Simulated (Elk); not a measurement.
An input for Elk 11.2.3 (patched build) (NaF (Villiaumite)):

```
tasks
  0

xctype
  100 208 12

rgkmax
  8.5

gmaxvr
  18.0

lmaxapw
  10

lmaxo
  8

lorbcnd
  .true.

tshift
  .false.

ngridk
  8 8 8

swidth
  0.0005

maxscl
  200

mixtype
  1

epspot
  1.e-5

epsengy
  1.0

beta0
  0.05

sppath
  './'

avec
  -0.0000000000 4.3652673479 4.3652673479
  4.3652673479 0.0000000000 4.3652673479
  4.3652673479 4.3652673479 0.0000000000

atoms
  2
  'Na.in'
  1
  0.0000000000 0.0000000000 0.0000000000
  'F.in'
  1
  0.5000000000 0.5000000000 0.5000000000
```

The database entry behind the starting cell differs from later determinations by our own check (0.1 to 0.3 % short, probably kX units), so it need not match the best structure at ambient conditions.

```sh
OMP_NUM_THREADS=4 elk > log
```

How long will it take on 4 threads of Arm Neoverse V1, shared host, and how much memory?

It took 49 s; on shared hardware allow 25 s to 98 s. Peak host memory was 0.12 GiB.

[Paths, hosts, dates, memory and timing lines, banners, echoed tables and standing remarks are left out of the program output.]

[Logs are printed without paths, hosts, clocks, repeated set-up lines and the standing remarks that a program may print on its own settings, such as how far it seeks lower states.]

[Runs of the session that timed out or met a known fault of the program may be left out.]

[Hosts, paths, dates, database ids (printed as entryN), source tags and the programs' standing remarks are cut or masked in the printed files.]
